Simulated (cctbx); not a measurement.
## What is wrong with this refinement?

Cell a = 6.2110 Å, b = 6.2910 Å, c = 12.5520 Å, α = 90.00°, β = 90.00°, γ = 90.00°; space group Imm2 (no. 44). The compound is Ho2MnTlTe3Se.

Simulated single-crystal data (cctbx): synchrotron X-rays, λ = 0.6889 Å, to d = 0.8 Å, 80 % of the full sphere, strongest reflection 5000 counts, noise from counting, a 6 % proportional error and a noise floor of 2 counts (s.d.); no absorption.

An isotropic refinement with weights 1/σ² prints:

```text
Rint 0.051, 590 unique reflections to 0.80 A
cycle     R1     wR2    GooF  max shift (A)
   1  0.5680  0.8559  10.658   0.10395
  10  0.0710  0.1833   2.282   0.00277
final R1 0.0694 wR2 0.1805 GooF 2.248  parameters 16  data/parameter 36.9
atom        x        y        z      Ueq    occ   su(xyz)  su(Uiso or U11)
Tl1    0.50000  0.00000  0.00262   0.0149  1.000  0.00025  0.0010
Ho1    0.00000  0.00000  0.24709   0.0187  1.000  0.00049  0.0009
Ho2    0.00000  0.50000  0.00356   0.0285  1.000  0.00046  0.0019
Te1    0.50000  0.00000  0.26609   0.0143  1.000  0.00046  0.0009
Te2    0.00000  0.00000  0.49119   0.0071  1.000  0.00048  0.0014
Te3    0.00000  0.50000  0.25330   0.0201  1.000  0.00083  0.0011
Se1    0.00000  0.00000  0.02395   0.0160  1.000  0.00093  0.0024
Mn1    0.50000  0.50000  0.27416   0.0146  1.000  0.00102  0.0023
difference map: max 7.90 min -8.89 rms 0.79
Q1    0.0000  0.0000  0.6913    2    8.01  1.04 A from Mn1
Q2    0.0000  0.5000  0.6798    2    6.21  1.08 A from Te1
Q3    0.0000  0.5000  0.5026    2    4.04  0.00 A from Tl1
Q4    0.0000  0.0000  0.3017    2    3.43  0.69 A from Ho1
Q5    0.0000  0.0498  0.4949    4    2.91  0.32 A from Te2
Q6    0.0000  0.0000  0.5892    2    2.62  1.23 A from Te2
```

**Question.** Can this result stand? If not, what is the likely fault?

Mend it. The fault: start far from the minimum. Against the right model at the same level, R1 goes from 0.0357 to 0.0694 and GooF from 1.17 to 2.25, U of Se1 swells from 0.0056 to 0.0160 Å², U of Ho1 swells from 0.0094 to 0.0187 Å², U of Ho2 swells from 0.0163 to 0.0285 Å² and the top difference peak, 8.0 e/Å³, lies 1.04 Å from Mn1. Least squares finds the nearest minimum, not the best. The fit had not settled when the cycles ran out.

The compound is Ho2MnTlTe3Se. The right model at the same level gives:

```text
Rint 0.051, 590 unique reflections to 0.80 A
cycle     R1     wR2    GooF  max shift (A)
   1  0.0936  0.2350   2.927   0.08649
   3  0.0357  0.0939   1.169   0.00049
final R1 0.0357 wR2 0.0939 GooF 1.169  parameters 16  data/parameter 36.9
atom        x        y        z      Ueq    occ   su(xyz)  su(Uiso or U11)
Tl1    0.50000  0.00000  0.00067   0.0167  1.000  0.00013  0.0005
Ho1    0.00000  0.00000  0.23664   0.0094  1.000  0.00010  0.0003
Ho2    0.00000  0.50000  0.00215   0.0163  1.000  0.00022  0.0006
Te1    0.50000  0.00000  0.25669   0.0137  1.000  0.00030  0.0004
Te2    0.00000  0.00000  0.48499   0.0093  1.000  0.00025  0.0008
Te3    0.00000  0.50000  0.23719   0.0103  1.000  0.00022  0.0005
Se1    0.00000  0.00000  0.01711   0.0056  1.000  0.00035  0.0009
Mn1    0.50000  0.50000  0.26032   0.0141  1.000  0.00070  0.0010
difference map: max 2.54 min -3.58 rms 0.42
Q1    0.0000  0.5000  0.6605    2    2.60  1.21 A from Te1
Q2    0.0000  0.4263  0.5019    4    2.59  0.46 A from Tl1
Q3    0.0000  0.4117  0.2326    4    2.56  0.56 A from Te3
Q4    0.0000  0.4200  0.7604    4    2.36  0.51 A from Te1
Q5    0.0000  0.0000  0.8131    2    2.26  0.66 A from Mn1
Q6    0.0000  0.0872  0.2247    4    2.06  0.57 A from Ho1
```

The model was made for the exercise: a known structure type with other elements put in, its volume estimated, not relaxed; displacement parameters are assumed.

[Middle refinement cycles are left out of these outputs.]

[Logs are printed without paths, hosts, clocks, repeated set-up lines and the standing remarks that a program may print on its own settings, such as how far it seeks lower states.]
